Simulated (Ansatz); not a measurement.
# Sr on Y(0001): change of the work function, part 3 of 5

Wanted: Δφ(θ) for Sr/Y(0001), starting from the hcp site.

Ansatz 0.2.0; plane-wave DFT, PBEsol, Ansatz PAW.

So far, work function, upper face (eV): step 2 (the clean slab) 3.41; step 3 (37 atoms, coverage 0.111 ML, cell 3x3) 2.82.

## 4. Adsorbate added, k-mesh 5×5×1, coverage 0.25 ML

System of this step: Sr/Y(0001). The cell holds 17 atoms: 16 Y and 1 Sr. Cell: a = 7.300 Å, b = 7.300 Å, c = 29.833 Å, α = 90.0°, β = 90.0°, γ = 60.0°. Vacuum lies along c.

Another coverage, to see how the dipoles act on each other as their distance changes.

Contents of input.yaml:

```yaml
crystal:
  lattice:
    - [7.3, 0.0, 0.0]
    - [3.65, 6.3219854476, 0.0]
    - [0.0, 0.0, 29.8326087914]
  atoms:
    - { symbol: "Y", position: [0.3333333333, 0.3333333333, 0.3016833044] }
    - { symbol: "Y", position: [0.0, 0.0, 0.3977887111] }
    - { symbol: "Y", position: [0.3333333333, 0.3333333333, 0.4920653612] }
    - { symbol: "Y", position: [0.0, 0.0, 0.5826788477] }
    - { symbol: "Y", position: [0.3333333333, 0.8333333333, 0.3016833044] }
    - { symbol: "Y", position: [0.0, 0.5, 0.3977887111] }
    - { symbol: "Y", position: [0.3333333333, 0.8333333333, 0.4920653612] }
    - { symbol: "Y", position: [0.0, 0.5, 0.5826788477] }
    - { symbol: "Y", position: [0.8333333333, 0.3333333333, 0.3016833044] }
    - { symbol: "Y", position: [0.5, 0.0, 0.3977887111] }
    - { symbol: "Y", position: [0.8333333333, 0.3333333333, 0.4920653612] }
    - { symbol: "Y", position: [0.5, 0.0, 0.5826788477] }
    - { symbol: "Y", position: [0.8333333333, 0.8333333333, 0.3016833044] }
    - { symbol: "Y", position: [0.5, 0.5, 0.3977887111] }
    - { symbol: "Y", position: [0.8333333333, 0.8333333333, 0.4920653612] }
    - { symbol: "Y", position: [0.5, 0.5, 0.5826788477] }
    - { symbol: Sr, position: [0.3333333333, 0.3333333333, 0.6983166956] }
kpoints:
  mp_grid: { grid: [5, 5, 1] }
hamiltonian:
  xc: pbesol
scf:
  occupations: { method: fermi_dirac, width: 0.1 }
  convergence: { dr2_threshold: 1.0e-08 }
efield:
  axis: 3
  dipole_correction: true
  ramp_position: 0.97
  ramp_width: 0.06
relax:
  f_tol: 0.02
  max_steps: 60
  constraints: [{ sites: [0, 1, 4, 5, 8, 9, 12, 13] }]
output:
  bader: true
  dos: { projected: true, e_range: [-8, 4] }
  write_potential: true
  write_density: true
  volumetric_format: npy
  elf: true
```

Command:

```
> ansatz run input.yaml --threads 4 --pin off --max-ram 12288MiB --backend cpu --events-out ev --progress --plain --runs-dir out
```

Numbers of over 12 decimals in the logs are rounded to 6 here.

The program printed:

```text
[...]
Crystal: 17 atoms, lattice volume = 1376.790 Å³
Basis set: ecut = 420 eV, 26871 PW (Γ), exchange–correlation on 100×100×400 points (8 copies of the dense FFT grid, shifted against one another)
Bands: 112, of which v1, the nominal top of the filled ones, is band 93 counted from 1 (92 counted from 0)
Symmetry: 6 space group operations
[...]
k-points: 5 of 25 (time reversal used)
[...]
SCF iter   1: F=—  HF=-64208.483145 eV  |F-HF|=—  |Δ(HF+E_count)|=         —  Δρ=6.65e-3  dr2=5.40e1  ethr=1.77e-3  p=0.547 e·Å  D=7.19e-2 V/Å  ΔV_dip=-2.14 eV  dr2_dipole=3.43e1  V_vac-E_F(+/−)=1.04/3.18 eV  ⟨swp⟩=15.8  Hψ=3242  notcnv=0  defer=3
[...]
SCF iter  11: F=-64207.543755 eV  HF=-64207.543755 eV  |F-HF|=2.19e-9  |Δ(HF+E_count)|=   2.02e-8  Δρ=3.23e-7  dr2=4.85e-9  ethr=5.38e-12  p=0.282 e·Å  D=3.71e-2 V/Å  ΔV_dip=-1.11 eV  dr2_dipole=4.31e-10  V_vac-E_F(+/−)=2.31/3.42 eV  ⟨swp⟩=12.4  Hψ=4743  notcnv=0
SCF 1 converged in 11 iterations: F = -64207.543755 eV  dr2 = 4.85e-9
[...]
relax step   1: F+E_penalty+E_count = -64207.54375486 eV  Δ(F+E_penalty+E_count) = +0.000e0 eV  max|allowed force component| = 6.313e-1 eV/Å  Δτ_max = 0.0000 Å  (11 SCF iters, accepted)
[...]
SCF iter   9: F=-64207.646754 eV  HF=-64207.646754 eV  |F-HF|=2.01e-9  |Δ(HF+E_count)|=   3.73e-8  Δρ=3.66e-7  dr2=4.61e-9  ethr=1.03e-12  p=0.281 e·Å  D=3.69e-2 V/Å  ΔV_dip=-1.10 eV  dr2_dipole=2.59e-10  V_vac-E_F(+/−)=2.32/3.42 eV  ⟨swp⟩=11.8  Hψ=4315  notcnv=0
SCF 2 converged in 9 iterations: F = -64207.646754 eV  dr2 = 4.61e-9
relax step   2: F+E_penalty+E_count = -64207.64675431 eV  Δ(F+E_penalty+E_count) = -1.030e-1 eV  max|allowed force component| = 5.193e-1 eV/Å  Δτ_max = 0.1586 Å  (9 SCF iters, accepted)
SCF iter   1: F=—  HF=-64207.758791 eV  |F-HF|=—  |Δ(HF+E_count)|=         —  Δρ=1.94e-3  dr2=8.54e-1  ethr=2.05e-3  p=0.281 e·Å  D=3.69e-2 V/Å  ΔV_dip=-1.10 eV  dr2_dipole=2.11e-1  V_vac-E_F(+/−)=2.33/3.43 eV  ⟨swp⟩=6.4  Hψ=1255  notcnv=0
[...]
SCF iter   9: F=-64207.721759 eV  HF=-64207.721759 eV  |F-HF|=1.18e-9  |Δ(HF+E_count)|=   4.54e-8  Δρ=3.79e-7  dr2=6.18e-9  ethr=5.38e-12  p=0.268 e·Å  D=3.52e-2 V/Å  ΔV_dip=-1.05 eV  dr2_dipole=3.30e-10  V_vac-E_F(+/−)=2.37/3.42 eV  ⟨swp⟩=12.4  Hψ=4668  notcnv=0
SCF 3 converged in 9 iterations: F = -64207.721759 eV  dr2 = 6.18e-9
relax step   3: F+E_penalty+E_count = -64207.72175913 eV  Δ(F+E_penalty+E_count) = -7.500e-2 eV  max|allowed force component| = 8.427e-2 eV/Å  Δτ_max = 0.1949 Å  (9 SCF iters, accepted)
[...]
relax step   4: F+E_penalty+E_count = -64207.72774113 eV  Δ(F+E_penalty+E_count) = -5.982e-3 eV  max|allowed force component| = 5.806e-2 eV/Å  Δτ_max = 0.1253 Å  (9 SCF iters, accepted)
[...]
relax step   5: F+E_penalty+E_count = -64207.72803858 eV  Δ(F+E_penalty+E_count) = -2.974e-4 eV  max|allowed force component| = 3.651e-2 eV/Å  Δτ_max = 0.0189 Å  (8 SCF iters, accepted)
SCF iter   1: F=—  HF=-64207.729646 eV  |F-HF|=—  |Δ(HF+E_count)|=         —  Δρ=5.60e-4  dr2=7.03e-2  ethr=2.16e-3  p=0.264 e·Å  D=3.46e-2 V/Å  ΔV_dip=-1.03 eV  dr2_dipole=5.00e-3  V_vac-E_F(+/−)=2.38/3.41 eV  ⟨swp⟩=3.2  Hψ=750  notcnv=0
[...]
SCF iter   9: F=-64207.729725 eV  HF=-64207.729725 eV  |F-HF|=4.66e-10  |Δ(HF+E_count)|=   1.25e-9  Δρ=1.54e-7  dr2=6.85e-10  ethr=5.38e-12  p=0.265 e·Å  D=3.48e-2 V/Å  ΔV_dip=-1.04 eV  dr2_dipole=7.69e-11  V_vac-E_F(+/−)=2.38/3.42 eV  ⟨swp⟩=11.8  Hψ=4116  notcnv=0
SCF 6 converged in 9 iterations: F = -64207.729725 eV  dr2 = 6.85e-10
relax step   6: F+E_penalty+E_count = -64207.72972525 eV  Δ(F+E_penalty+E_count) = -1.687e-3 eV  max|allowed force component| = 3.685e-3 eV/Å  Δτ_max = 0.0350 Å  (9 SCF iters, accepted)
[...]
the search or the solves at the SCF's close seem to have found levels that the self-consistency loop had missed (the run counts 1). By its estimate they hold 2.25e-6 electrons. The energies and the density leave them out; if the run goes on with those levels, later outputs use occupations computed again with them
[...]
SCF converged after 9 iterations
Free energy (F): -64207.729725 eV
[...]
Internal energy: -64206.596777 eV  (E = F + TS)
E sigma→0 (E₀):  -64207.163251 eV
Entropy (-TS):   -1.132948 eV (-66.644 meV/atom)
Fermi energy:    2.134896 eV
Dipole field:    D = 0.034791 V/Å  (p = 0.264708 e·Å, saw-weighted, corrected)
Work function:   Φ+ = 2.3791 eV   Φ− = 3.4170 eV
[...]
--- Forces (eV/Å), atoms counted from 1 ---
  atom   1  Y     -0.00000000     0.00000000     0.30749541
  atom   2  Y     -0.00000000    -0.00000000    -0.30934949
  atom   3  Y     -0.00000000     0.00000000    -0.00019859
  atom   4  Y      0.00000000    -0.00000000    -0.00040178
  atom   5  Y     -0.00128864     0.00074399     0.30900852
  atom   6  Y     -0.01532050     0.00884530    -0.30647399
  atom   7  Y      0.00078989    -0.00045604    -0.00165351
  atom   8  Y      0.00319128    -0.00184249     0.00019838
  atom   9  Y      0.00000000    -0.00148799     0.30900852
  atom  10  Y      0.00000000    -0.01769059    -0.30647399
  atom  11  Y     -0.00000000     0.00091209    -0.00165351
  atom  12  Y     -0.00000000     0.00368497     0.00019838
  atom  13  Y      0.00128864     0.00074399     0.30900852
  atom  14  Y      0.01532050     0.00884530    -0.30647399
  atom  15  Y     -0.00078989    -0.00045604    -0.00165351
  atom  16  Y     -0.00319128    -0.00184249     0.00019838
  atom  17  Sr     0.00000000    -0.00000000    -0.00079390
  max |Σ_I F_I| component: 1.01e-5 eV/Å
--- Band table (eV; the first three rows and the last of 5) ---
  k-point 0: bands = [... 89 lower, 1.9013, 1.9675, 2.0347, 2.0382, 2.0382, 2.3141, 2.4492, 2.5220, ... 15 higher]
  k-point 1: bands = [... 89 lower, 1.9259, 1.9722, 2.0510, 2.0535, 2.0946, 2.3250, 2.4161, 2.4562, ... 15 higher]
  k-point 2: bands = [... 89 lower, 1.8965, 1.9487, 2.1230, 2.1555, 2.1803, 2.2105, 2.2356, 2.2419, ... 15 higher]
  k-point 4: bands = [... 89 lower, 1.9858, 2.0292, 2.0391, 2.0700, 2.1263, 2.2190, 2.2368, 2.2596, ... 15 higher]
--- Relaxed structure (6 steps of the walk, 6 accepted, 0 SCFs on fresh bases) ---
  F+E_penalty+E_count = -64207.72972525 eV   max|allowed force component| = 3.685e-3 eV/Å
  atoms:
    - { symbol: Y, position: [0.333333, 0.333333, 0.3016833044] }
    - { symbol: Y, position: [1.632680918509386e-17, 1.632680918509386e-17, 0.397789] }
    - { symbol: Y, position: [0.333333, 0.333333, 0.490404] }
    - { symbol: Y, position: [1.632680918509386e-17, 1.632680918509386e-17, 0.590235] }
    - { symbol: Y, position: [0.333333, 0.833333, 0.3016833044] }
    - { symbol: Y, position: [8.326672684688674e-17, 0.500000, 0.397789] }
    - { symbol: Y, position: [0.330183, 0.834908, 0.492551] }
    - { symbol: Y, position: [0.00626144, 0.496869, 0.581453] }
    - { symbol: Y, position: [0.833333, 0.333333, 0.3016833044] }
    - { symbol: Y, position: [0.5, 1.632680918509386e-17, 0.397789] }
    - { symbol: Y, position: [0.834908, 0.330183, 0.492551] }
    - { symbol: Y, position: [0.496869, 0.00626144, 0.581453] }
    - { symbol: Y, position: [0.833333, 0.833333, 0.3016833044] }
    - { symbol: Y, position: [0.5, 0.500000, 0.397789] }
    - { symbol: Y, position: [0.834908, 0.834908, 0.492551] }
    - { symbol: Y, position: [0.496869, 0.496869, 0.581453] }
    - { symbol: Sr, position: [0.333333, 0.333333, 0.684748] }
--- Bader charges: 17 sites ---
  site symbol  charge [e]  shift [e] shared [e]
     0      Y     -0.0668     0.0000    -0.0862
     1      Y      0.1633     0.0000     0.0944
     2      Y      0.0342     0.0000     0.0285
     3      Y      0.0834     0.0000     0.0721
     4      Y     -0.0655     0.0000    -0.0832
     5      Y      0.1308     0.0000     0.0965
     6      Y      0.1046     0.0000     0.0874
     7      Y     -0.3094     0.0000    -0.3094
     8      Y     -0.0655     0.0000    -0.0832
     9      Y      0.1308     0.0000     0.0965
    10      Y      0.1046     0.0000     0.0875
    11      Y     -0.3096     0.0000    -0.3096
    12      Y     -0.0655     0.0000    -0.0832
    13      Y      0.1308     0.0000     0.0965
    14      Y      0.1046     0.0000     0.0874
    15      Y     -0.3095     0.0000    -0.3095
    16     Sr      0.5174     0.0000     0.5174
  maxima off the nuclei: 5, with 0.3128 electrons
[...]
charge, to which what the maxima have on the atom's side is counted
  estimated error of the sums over rays = 5.8e-4 e
```

The job ended after 3.1 min (4 threads of Arm Neoverse V1, shared host; peak memory 3.3 GiB; 12 min of CPU time).

Relaxation path:

```
step  energy less that of the first step (eV)  largest force component (eV/Å)
   1                                   0.0000                          0.6313
   2                                  -0.1030                          0.5192
   3                                  -0.1780                          0.0843
   4                                  -0.1840                          0.0581
   5                                  -0.1843                          0.0365
   6                                  -0.1860                          0.0037
```

Forces are held to the 6 operations that the run works with; a distortion that breaks them can't arise in this run.

The atoms that moved most (Å):

```
atom      dx      dy      dz  length
Sr17   0.000   0.000  -0.405   0.405
  Y4   0.000   0.000   0.225   0.225
 Y16  -0.034  -0.020  -0.037   0.054
  Y8   0.034  -0.020  -0.037   0.054
 Y12   0.000   0.040  -0.037   0.054
  Y3   0.000   0.000  -0.050   0.050
 Y15   0.017   0.010   0.014   0.025
 Y11   0.000  -0.020   0.014   0.025
```

The relaxed structure:

```xyz
17
Lattice="7.3000 0.0000 0.0000 3.6500 6.3220 0.0000 0.0000 0.0000 29.8326" Properties=species:S:1:pos:R:3
Y     3.6500    2.1073    9.0000
Y     0.0000    0.0000   11.8671
Y     3.6500    2.1073   14.6300
Y     0.0000    0.0000   17.6083
Y     5.4750    5.2683    9.0000
Y     1.8250    3.1610   11.8671
Y     5.4578    5.2783   14.6941
Y     1.8593    3.1412   17.3462
Y     7.3000    2.1073    9.0000
Y     3.6500    0.0000   11.8671
Y     7.3000    2.0874   14.6941
Y     3.6500    0.0396   17.3462
Y     9.1250    5.2683    9.0000
Y     5.4750    3.1610   11.8671
Y     9.1422    5.2783   14.6941
Y     5.4407    3.1412   17.3462
Sr    3.6500    2.1073   20.4278
```

This step gave:

* energy at zero smearing: -64207.1633 eV
* work function, upper face: 2.379 eV
* work function, lower face: 3.417 eV
* dipole along the normal: 0.2647 e·Å
* step between the vacuum levels: -1.038 eV

Running mean over 2.867 Å of the planar mean; the ramp of the sawtooth is left out. Electron's electrostatic potential energy less the Fermi level against z:

z (Å), electron's electrostatic potential energy less the Fermi level (eV) and a bar from the least value:
```
        4       3.41 ##############################
        5       3.37 ##############################
        6       3.08 #############################
        7       1.21 #######################
        8      -4.02 ######
        9      -5.76 #
       10      -5.49 ##
       11      -5.35 ##
       12      -5.42 ##
       13      -5.69 #
       14      -5.52 ##
       15      -5.48 ##
       16      -6.05 
       17      -5.71 #
       18      -5.14 ###
       19      -1.98 #############
       20      -0.04 ###################
       21       0.09 ###################
       22       1.26 #######################
       23       2.19 ##########################
       24       2.34 ###########################
       25       2.37 ###########################
       26       2.38 ###########################
```

The density of states has structure finer than the step of the table below, so its rows give means over 0.25 eV, whole bins alone (the curve runs from -8 to 0.78 eV). Peaks (eV: height): -0.690: 32.3, -0.510: 32.4, -0.240: 60.9, -0.150: 37.3, -0.030: 56.4, 0.120: 56.4, 0.300: 56.7.

Table of density of states by energy, zero at the Fermi level; means over each step:

energy (eV), density of states (states/eV a cell) and a bar:
```
    -4.75        0.0 
    -4.50        0.0 
    -4.25        1.3 #
    -4.00        1.4 #
    -3.75        2.1 ##
    -3.50        3.6 ###
    -3.25        3.8 ###
    -3.00        3.2 ##
    -2.75        3.8 ###
    -2.50        6.0 ####
    -2.25        8.8 #######
    -2.00        5.0 ####
    -1.75       18.8 ##############
    -1.50       12.6 #########
    -1.25       17.5 #############
    -1.00       20.2 ###############
    -0.75       19.9 ###############
    -0.50       20.8 ################
    -0.25       31.1 #######################
     0.00       34.3 ##########################
     0.25       40.0 ##############################
     0.50       21.0 ################
```

Projected DOS per atom over height of the atomic layer and energy from the Fermi level. Layers: Y4 Y4 Y4 Y4 Sr from below.

Ten even steps from '0' (0.00 states/eV) to '9' (2.73 states/eV), each cell a mean:
```
72230
95480
77780
33444
34432
33330
23320
12210
11110
00000
00000
00000
00000
00000
00000
00000
00000
00000
00000
00000
00000
00000
```
Columns: height of the atomic layer (Å) from 9 to 20.4; rows upwards: energy from the Fermi level (eV) from -7.96 to 0.745.

Valence density in the ca plane at fractional y = 0.330, with atoms of Y and Sr within 0.2 Å of it. It is the smooth field of the valence electrons, not physical close to the nuclei.

Ten steps, logarithmic in the rise over the least value, from '0' (0.0 e/Å³) to '9' (3.6 e/Å³), each cell a mean:
```
23333223466653333332211110000000000000000000
23333234689974333322211100000000000000000000
33333234799985333322211100000000000000000000
33333235799985333322211100000000000000000000
23333234689974333322211100000000000000000000
23333223467653333332211110000000000000000000
33443322334333233443221110000000000000000000
34544322222222334554322111100000000000000000
34544322222222334554322211111000000000000000
33443322334333333443322223332100000000000000
23333223467643333333222346664210000000000000
23333334789864333332222468987420000000000000
33333335899985333332223589898521000000000000
33333335899985333332223589898521000000000000
23333334789874333332222478987421000000000000
23333223467643333333222346764210000000000000
33443322334333333443322223332100000000000000
34544322222222334554322211111000000000000000
34544322222222334554322111100000000000000000
33443322333333333443221111000000000000000000
```
Columns run along c (16.0 Å, from fractional 0.37 to 0.91 of the cell), rows up along a (7.3 Å). Atoms in or near the plane, at fractional coordinates: Y at (0.49, 0.33), Y at (0.49, 0.83), Sr at (0.68, 0.33).

ELF in the ca plane at fractional y = 0.330, with atoms of Y and Sr within 0.2 Å of it. It is the smooth field of the valence electrons, not physical close to the nuclei.

Ten even steps from '0' (0.00) to '9' (0.84), each cell a mean:
```
32112331257631232211234555433211100000000000
65445522699972255433344444322110000000000000
78877623896894258765554433221100000000000000
78887623896894258765554433221100000000000000
65555522699973256543344443322110000000000000
32112331257631232211234555433211000000000000
11111233111112321111125665433322211000000000
12331135422244312332125653211233432110000000
12331135422345312332135521000124565421000000
11221233111123321221134212321013577643100000
32222321256521332211343147885212588874210000
55445522799962355433552389999511489986310000
78887524996993378766651497269721389997420000
78887624996994378766651497269721379997420000
65555522799962365434552389999511489986310000
32112321367521332111343147986212589874210000
11111232112123321221134212331113577653100000
12331134322245312332135521000124565421000000
12331135432345312332125653211234432110000000
11221233111112321221125665433332211000000000
```
Columns run along c (16.0 Å, from fractional 0.37 to 0.91 of the cell), rows up along a (7.3 Å). Atoms in or near the plane, at fractional coordinates: Y at (0.49, 0.33), Y at (0.49, 0.83), Sr at (0.68, 0.33).

Electrostatic potential energy in the ca plane at fractional y = 0.330, with atoms of Y and Sr within 0.2 Å of it. With pseudopotentials it is smooth inside the atoms' cores, unlike the true potential.

Ten even steps from '0' (-49 eV) to '9' (6 eV), each cell a mean:
```
99899999865578999989999999999999999999999999
99999998520147999999999999999999999999999999
99999997300026899999999999999999999999999999
99999997300026899999999999999999999999999999
99999998510147999999999999999999999999999999
99999999764578999999999999999999999999999999
98888999988899998888999999999999999999999999
88778999999999998778899999999999999999999999
88778999999999998778899999999999999999999999
98888999988899998888999988888999999999999999
99889998765678999889999876567899999999999999
99999998510158999999999851015789999999999999
99999997200027999999999720002789999999999999
99999997200027999999999720002789999999999999
99999998410158999999999851005789999999999999
99999998755678999889999876557899999999999999
98888999988899998888999988888999999999999999
88778999999999998778899999999999999999999999
88778999999999998778899999999999999999999999
98888999988899998888999999999999999999999999
```
Columns run along c (16.0 Å, from fractional 0.37 to 0.91 of the cell; values clipped at the 3rd and 97th percentile), rows up along a (7.3 Å). Atoms in or near the plane, at fractional coordinates: Y at (0.49, 0.33), Y at (0.49, 0.83), Sr at (0.68, 0.33).

The relaxation took 6 steps and lowered the energy by 0.19 eV; the largest force on the free atoms ends at 0.0037 eV/Å.

By hand: a sheet of dipoles makes a step −p/(ε₀A) in the electron's potential. With e/ε₀ = 180.95 V·Å, p = 0.2647 e·Å and A = 46.15 Å², that is −180.95 × (0.2647) / 46.15 = -1.038 eV, and the two vacuum levels of the run differ by -1.038 eV.

The covered face has 2.38 eV, -1.03 eV against the clean one; the bare back face has moved by -0.01 eV, a measure of how thin the slab is.

## 5. Work function against coverage

This step: plane-wave DFT, PBEsol, Ansatz PAW; work function against coverage (Ansatz 0.2.0).

The runs are now put side by side.

Numbers from this step:

```
work function of the clean face     : 3.410 eV
largest change of the work function : -1.031 eV
```

Table of work function of the covered face by coverage:

```
coverage (adsorbates/nm²)  work function of the covered face (eV)
                    0.000                                    3.41
                    0.963                                    2.82
                    2.167                                    2.38
```

The dipole per adsorbate comes from the change of the cell's dipole. Coverage, by row:

```
coverage (1/nm²)  coverage (ML)  work function (eV)  change (eV)  dipole per adsorbate, positive end outwards (debye)  mean height of the added atoms over the highest substrate atom (Å)
          0.9629         0.1111               2.824      -0.5854                                                1.604                                                                2.85
           2.167           0.25               2.379       -1.031                                                1.254                                                                2.82
```

[end of part 3 of 5]

[Logs are printed without paths, hosts, clocks, repeated set-up lines and the standing remarks that a program may print on its own settings, such as how far it seeks lower states.]

[Hosts, paths, dates, database ids (printed as entryN), source tags and the programs' standing remarks are cut or masked in the printed files.]

[Maps of the electrostatic potential energy from Ansatz leave out the sawtooth potential of an applied field or a dipole correction, so their vacuum need not be flat; planar profiles and work functions include it.]

[The density of states shown here was stored with 400 of the rows of the run's finer table, so its peaks can read low, often by over a quarter, or be missed, and its means over a window can be off by a tenth or more.]
